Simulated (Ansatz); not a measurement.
# Lattice dynamics of ScB (built on the sites of a database entry of LaIn), part 2 of 2

Wanted: phonon frequencies of ScB (built on the sites of a database entry of LaIn) and what follows from them.

Ansatz 0.2.0; DFT PBEsol, scalar-relativistic, plane waves, PAW.

So far. Step 4 (Tight relaxation): The forces vanish by symmetry and the pressure is 0.000 GPa, within the tolerances set. The cell now holds 12.63 Å³/atom. Step 5 (Modes at Γ): Before it was imposed, the acoustic sum rule was missed by 1.5e-5 eV/Å². Small misses are needed for a sound result but don't prove that mesh and cutoff are converged. The lowest optical mode is real, 349 cm⁻¹. The relaxed cell has a = 2.934 Å (conventional setting).

The structure was built from a prototype and need not be the compound's stable phase.

## Step 6: Response at finite wavevector

Stability and thermal properties need the whole zone. Linear response on a 4×4×4 q mesh gives force constants as far as a supercell of that size would.

Input file input.yaml:

```yaml
crystal:
  lattice:
    - [2.9344102487, 0.0, 0.0]
    - [0.0, 2.9344102487, 0.0]
    - [0.0, 0.0, 2.9344102487]
  atoms:
    - { symbol: Sc, position: [0.5, 0.5, 0.5] }
    - { symbol: B, position: [0.0, 0.0, 0.0] }
kpoints:
  mp_grid: { grid: [12, 12, 12] }
hamiltonian:
  xc: pbesol
scf:
  occupations: { method: methfessel_paxton, width: 0.15 }
output:
  eigenvalues: true
phonons:
  method: dfpt
  qmesh: [4, 4, 4]
  temperatures: { t_max: 1000, t_step: 50 }
  qpath:
    path:
      - [[0.0, 0.0, 0.0], [0.0, 0.5, 0.0], [0.5, 0.5, 0.0], [0.0, 0.0, 0.0], [0.5, 0.5, 0.5], [0.0, 0.5, 0.0]]
      - [[0.5, 0.5, 0.5], [0.5, 0.5, 0.0]]
    npoints: 10
```

Run with:

```console
> ansatz run input.yaml --threads 4 --pin off --max-ram 7168MiB --backend cpu --events-out ev --progress --plain --runs-dir out
```

The job ended after 81 s (4 threads of Arm Neoverse V2, shared host; peak memory 0.99 GiB; 5.2 min of CPU time).

Numbers from this step:

```yaml
sum_rule_residual_before_enforcement: 1.62e-5 eV/Å²
lowest_frequency_on_the_path: 0 cm⁻¹
highest_frequency_on_the_path_or_at_a_solved_wavevector: 515.7 cm⁻¹
mean_frequency: 300.9 cm⁻¹
debye_temperature_second_moment: 614 K
logarithmic_mean_frequency: 264.7 cm⁻¹
lowest_mode_on_the_q_mesh_acoustic_modes_at_gamma_apart: 80.15 cm⁻¹
zero_point_energy_per_atom: 55.95 meV
heat_capacity_at_300_k: 20.60 J/(mol atoms K)
vibrational_entropy_at_300_k: 21.37 J/(mol atoms K)
```

Frequencies (cm⁻¹) solved at each irreducible wavevector; negative means imaginary. Frequencies by wavevector, by row:

```
q in reciprocal lattice units  star  mode 1  mode 2  mode 3  mode 4  mode 5  mode 6
                        0 0 0     1       0       0       0   349.4   349.4   349.4
                     0 0 0.25     6     126     126   200.1   341.7   341.7   418.6
                     0 0 -0.5     3     169     169   339.9   341.1   341.1     444
                  0 0.25 0.25    12    90.5     131   253.8   349.3   420.6   435.8
                  0 0.25 -0.5    12   125.5   163.2   225.8   358.1   454.8   481.4
                  0 -0.5 -0.5     3    80.2     138     138   382.2   515.7   515.7
               0.25 0.25 0.25     8   167.8   167.8   201.9   407.1   407.1   471.7
               0.25 0.25 -0.5    12   100.1   242.1   242.1   347.5     483   495.1
               0.25 -0.5 -0.5     6   222.3   222.3   230.9   414.2   498.2   498.2
               -0.5 -0.5 -0.5     1   303.3   303.3   303.3     481     481     481
```

Interpolated from a 4×4×4 q mesh. Phonon branches along the path, in cm⁻¹:

```
    point  branch 1  branch 2  branch 3  branch 4  branch 5  branch 6
        Γ         0         0         0       349       349       349
  halfway       126       126       200       342       342       419
        X       169       169       340       341       341       444
  halfway       126       163       226       358       455       481
        M        80       138       138       382       516       516
  halfway        90       131       254       349       421       436
        Γ         0         0         0       349       349       349
  halfway       168       168       202       407       407       472
        R       303       303       303       481       481       481
  halfway       100       242       242       348       483       495
        X       169       169       340       341       341       444
jump to R       303       303       303       481       481       481
  halfway       222       222       231       414       498       498
        M        80       138       138       382       516       516
```

Tetrahedra on a 24×24×24 mesh, mean over bins of 5 cm-1. Interpolated from a 4×4×4 q mesh. Phonon density of states against wavenumber; read off at these points:

```
wavenumber (cm⁻¹)  phonon density of states (1/cm⁻¹/cell)
                2                                       0
               18                                  1.0e-4
               32                                  4.8e-4
               42                                  7.1e-4
               58                                  0.0014
               72                                 0.00222
               88                                 0.00626
               98                                  0.0139
              112                                  0.0236
              128                                  0.0158
              142                                  0.0181
              158                                  0.0165
              168                                  0.0173
              182                                  0.0122
              198                                  0.0104
              212                                  0.0119
              228                                  0.0152
              238                                  0.0238
              242                                  0.0248
              252                                  0.0171
              268                                 0.00706
              282                                 0.00442
              292                                   0.003
              308                                  5.8e-4
              322                                  1.6e-4
              338                                  0.0102
              348                                  0.0331
              352                                  0.0274
              362                                  0.0200
              378                                  0.0150
              392                                 0.00964
              408                                 0.00928
              422                                 0.00994
              432                                  0.0110
              448                                  0.0175
              462                                  0.0184
              478                                  0.0207
              482                                  0.0230
              488                                  0.0222
              502                                  0.0295
              518                                  7.0e-5
```

Phonopy on the run's constants, 19x19x19 mesh, Gaussian sigma 3.9 cm-1. Interpolated from a 4×4×4 q mesh. Table of partial phonon density of states by wavenumber; read off at these points; values in 1/cm⁻¹/cell:

```
wavenumber (cm⁻¹)        B       Sc
              0.0   1.0e-5   3.9e-5
             20.0   3.3e-5   1.2e-4
             40.0   2.0e-4   7.3e-4
             60.0   3.7e-4  0.00114
             80.0   8.3e-4  0.00278
            100.0  0.00244   0.0129
            111.1  0.00376   0.0176
            120.0  0.00270   0.0143
            140.0    0.003   0.0160
            160.0  0.00255   0.0137
            180.0  0.00213   0.0107
            200.0  0.00205   0.0102
            220.0  0.00223   0.0115
            240.0  0.00342   0.0179
            246.0  0.00375   0.0184
            260.0  0.00133  0.00726
            280.0   6.5e-4  0.00339
            300.0   2.3e-4  0.00137
            320.0   1.4e-4   2.0e-4
            340.0   0.0183  0.00106
            346.3   0.0276  0.00226
            360.0   0.0196  0.00183
            380.0   0.0119  0.00143
            400.0  0.00654  0.00133
            420.0  0.00734  0.00190
            440.0   0.0110  0.00293
            460.0   0.0145  0.00368
            480.0   0.0170  0.00459
            500.0   0.0183  0.00556
            520.0   4.1e-4   1.7e-4
            540.0        0        0
```

Second derivatives of the energy by pair, one row for each kind of neighbour of each atom listed. Each entry sums the pair over the periodic images of the supercell that the q mesh stands for, and in a polar crystal it holds the long-range dipole part too. Force constants by pair, by row:

```
atom  neighbour  distance (Å)  third of the trace (eV/Å²)  along the pair's line (eV/Å²)
 Sc1     itself             0                       10.27                              –
 Sc1          B         2.541                     -0.5892                         -2.856
 Sc1         Sc         2.934                     -0.8034                         -3.361
 Sc1         Sc          4.15                     -0.0407                         0.1235
 Sc1          B         4.866                      0.0321                         0.1498
 Sc1         Sc         5.083                     -0.0947                        -0.1293
 Sc1         Sc         5.869                     -0.0761                        -0.0205
 Sc1          B         6.395                    -3.00e-4                          0.013
 Sc1         Sc         6.562                     -0.0179                         0.0073
  B2     itself             0                       6.206                              –
  B2         Sc         2.541                     -0.5892                         -2.856
  B2          B         2.934                     -0.3603                        -0.8012
  B2          B          4.15                       0.004                        -0.3152
  B2         Sc         4.866                      0.0321                         0.1498
  B2          B         5.083                     -0.0277                         0.0378
  B2          B         5.869                       0.044                          0.082
  B2         Sc         6.395                    -3.00e-4                          0.013
  B2          B         6.562                     -0.0232                        -0.0307
```

Harmonic thermodynamic functions per atom, from the density of states. Interpolated from a 4×4×4 q mesh. Thermodynamic functions, by row:

```
T (K)  F_vib (meV/atom)  S (J/mol-atom/K)  C_V (J/mol-atom/K)
    0             55.95                 0                   0
   50             55.82             1.069               2.857
  100             54.34             4.862               8.678
  200             44.68             13.72               16.89
  300             26.36             21.37                20.6
  400              0.89             27.56                22.3
  500            -30.39             32.64               23.19
  600             -66.5             36.92                23.7
  700            -106.7              40.6               24.02
  800            -150.5             43.82               24.23
  900            -197.4             46.68               24.38
 1000            -247.2             49.26               24.48
```

Harmonic mean-square displacement, third of the trace. Interpolated from a 4×4×4 q mesh. Mean square displacements, by row:

```
T (K)  Sc1 U_eq (Å²)  B2 U_eq (Å²)
    0        0.00216       0.00485
  100        0.00302       0.00568
  300        0.00703       0.01027
  600        0.01363       0.01879
```

Symmetry leaves 10 wavevectors to solve. The lowest mode among them, the acoustic zeros apart, lies at q = (0, -0.5, -0.5) and is real, 80.2 cm⁻¹.

## Step 7: Another isotope

An isotope changes the mass and not the force constants, so no new electronic calculation is needed; the shifts show which modes move this element.

The same force constants with the mass of B changed from 10.810 to 10.013 u (phonopy, no LO-TO term). Both lists are sorted by frequency; levels can cross, so a row need not hold one and the same mode. Modes under 3 cm⁻¹ are left out. Isotope shifts, by row:

```
          q  rank  natural mass (cm⁻¹)  changed mass (cm⁻¹)
      0 0 0     4                349.4                360.4
      0 0 0     5                349.4                360.4
      0 0 0     6                349.4                360.4
   0 0 0.25     1                  126                126.5
   0 0 0.25     2                  126                126.5
   0 0 0.25     3                200.1                201.6
   0 0 0.25     4                341.7                353.6
   0 0 0.25     5                341.7                353.6
   0 0 0.25     6                418.6                431.7
   0 0 -0.5     1                  169                  169
   0 0 -0.5     2                  169                  169
   0 0 -0.5     3                339.9                339.9
   0 0 -0.5     4                341.1                354.4
   0 0 -0.5     5                341.1                354.4
   0 0 -0.5     6                  444                461.3
0 0.25 0.25     1                90.55                91.76
0 0.25 0.25     2                  131                131.2
0 0.25 0.25     3                253.8                253.9
0 0.25 0.25     4                349.3                362.4
0 0.25 0.25     5                420.6                436.7
0 0.25 0.25     6                435.8                446.8
```

A mode of this element alone would shift by +3.90 %. The highest zone-centre frequency without the field goes from 349.4 to 360.4 cm⁻¹ (+3.2 %). The product of the frequency ratios over all optical modes at Γ is 1.098; the product rule, (m/m′)^(3k/2) (M′/M)^(3/2) with k = 1 such atoms and M the mass of the cell, gives 1.098.

## Step 8: Summary of results

```yaml
space_group_after_relaxation_within_0p01_a: Pm-3m
volume_per_atom: 12.6 Å³
electronic_character: no gap on this mesh
highest_optical_mode_at_the_zone_centre_no_lo_to_term: 349 cm⁻¹
lowest_optical_zone_centre_mode: 349 cm⁻¹
lowest_mode_on_the_q_mesh_acoustic_modes_at_gamma_apart: 80.2 cm⁻¹
highest_frequency_on_the_path_or_at_a_solved_wavevector: 516 cm⁻¹
zero_point_energy_per_atom: 56.0 meV
heat_capacity_at_300_k: 20.6 J/(mol atoms K)
vibrational_entropy_at_300_k: 21.4 J/(mol atoms K)
debye_temperature_second_moment: 614 K
imaginary_modes_on_the_4x4x4_q_mesh: none
```

The structure is a minimum as far as tested: no mode is imaginary at the 10 irreducible wavevectors of the 4×4×4 mesh, and the softest away from the acoustic zeros lies at 80 cm⁻¹. The optical modes at Γ form one degenerate level at 349 cm⁻¹. The highest mode in this list at Γ, 349.4 cm⁻¹, is mostly motion of B (81 % of the kinetic energy). With no gap, or one that is small against the smearing, the frequencies hang on the k mesh and the smearing, most of all near Kohn anomalies. The starting cell was built on a prototype and not taken from a measurement, so the phase need not exist. These are harmonic frequencies at zero temperature: anharmonic shifts, linewidths and thermal expansion are left out.

[Logs are printed without paths, hosts, clocks, repeated set-up lines and the standing remarks that a program may print on its own settings, such as how far it seeks lower states.]

[Hosts, paths, dates, database ids (printed as entryN), source tags and the programs' standing remarks are cut or masked in the printed files.]
